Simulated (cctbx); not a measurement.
## Accept or mend?

Cell a = 3.8620 Å, b = 15.0040 Å, c = 3.8650 Å, α = 90.00°, β = 90.00°, γ = 90.00°; space group Cmcm (no. 63). The compound is Si2Pb.

Simulated single-crystal data (cctbx): Mo Kα, λ = 0.71073 Å, to d = 0.77 Å, 95 % of the full sphere, strongest reflection 20000 counts, noise from counting, a 6 % proportional error and a noise floor of 2 counts (s.d.); no absorption, and some extinction, which the refinements don't model.

An isotropic refinement with weights 1/σ² prints:

```text
Rint 0.042, 165 unique reflections to 0.77 A
cycle     R1     wR2    GooF  max shift (A)
   1  0.1922  0.4595  16.021   0.07698
  12  0.0161  0.0347   1.209   0.00757
final R1 0.0161 wR2 0.0347 GooF 1.209  parameters 10  data/parameter 16.5
atom        x        y        z      Ueq    occ   su(xyz)  su(Uiso or U11)
Pb1    0.00000  0.89711  0.75000   0.0030  1.000  0.00001  0.0002
Si1    0.00000  0.55648  0.75000   0.0049  1.000  0.00016  0.0004
Si2    0.50000  0.74322  0.75000   0.0043  1.000  0.00016  0.0004
Si3    0.24159  0.21464  0.48567   0.8546  1.000  0.02770  0.2204
difference map: max 1.49 min -1.86 rms 0.39
Q1    0.0000  0.1389  0.2500    4    1.50  0.54 A from Pb1
Q2    0.2679  0.1451  0.6239   16    1.10  1.18 A from Si3
Q3    0.0000  0.1223  0.7500    4    1.09  1.81 A from Si2
Q4    0.0000  0.3960  0.5854    8    0.91  1.48 A from Si1
Q5    0.0000  0.1876  0.2500    4    0.90  1.27 A from Pb1
Q6    0.0000  0.0730  0.2500    4    0.89  0.45 A from Pb1
```

**Question.** Can this result stand? If not, what is the likely fault?

Mend it. The fault: spurious atom: Si3. Against the right model at the same level, R1 goes from 0.0145 to 0.0161 and GooF from 1.14 to 1.21 and Si3 takes U = 0.85 Å². A site with no density behind it hides by a very large U or drifts. The fit had not settled when the cycles ran out.

The compound is Si2Pb. The right model at the same level gives:

```text
Rint 0.042, 165 unique reflections to 0.77 A
cycle     R1     wR2    GooF  max shift (A)
   1  0.4887  0.8353  28.758   0.06588
   2  0.0145  0.0332   1.142   0.00022
final R1 0.0145 wR2 0.0332 GooF 1.142  parameters 6  data/parameter 27.5
atom        x        y        z      Ueq    occ   su(xyz)  su(Uiso or U11)
Pb1    0.00000  0.89711  0.75000   0.0030  1.000  0.00001  0.0002
Si1    0.00000  0.55647  0.75000   0.0049  1.000  0.00015  0.0004
Si2    0.50000  0.74323  0.75000   0.0043  1.000  0.00015  0.0004
difference map: max 1.23 min -1.64 rms 0.31
Q1    0.0000  0.1392  0.2500    4    1.24  0.54 A from Pb1
Q2    0.0000  0.1911  0.2500    4    0.91  1.32 A from Pb1
Q3    0.0000  0.0717  0.2500    4    0.86  0.47 A from Pb1
Q4    0.2630  0.1475  0.6217   16    0.81  1.72 A from Si1
Q5    0.0000  0.1188  0.7500    4    0.77  1.87 A from Si2
Q6    0.0000  0.0672  0.7500    4    0.76  1.94 A from Si1
```

The model was made for the exercise: a known structure type with other elements put in, its volume estimated, not relaxed; displacement parameters are assumed.

[Middle refinement cycles are left out of these outputs.]

[Logs are printed without paths, hosts, clocks, repeated set-up lines and the standing remarks that a program may print on its own settings, such as how far it seeks lower states.]
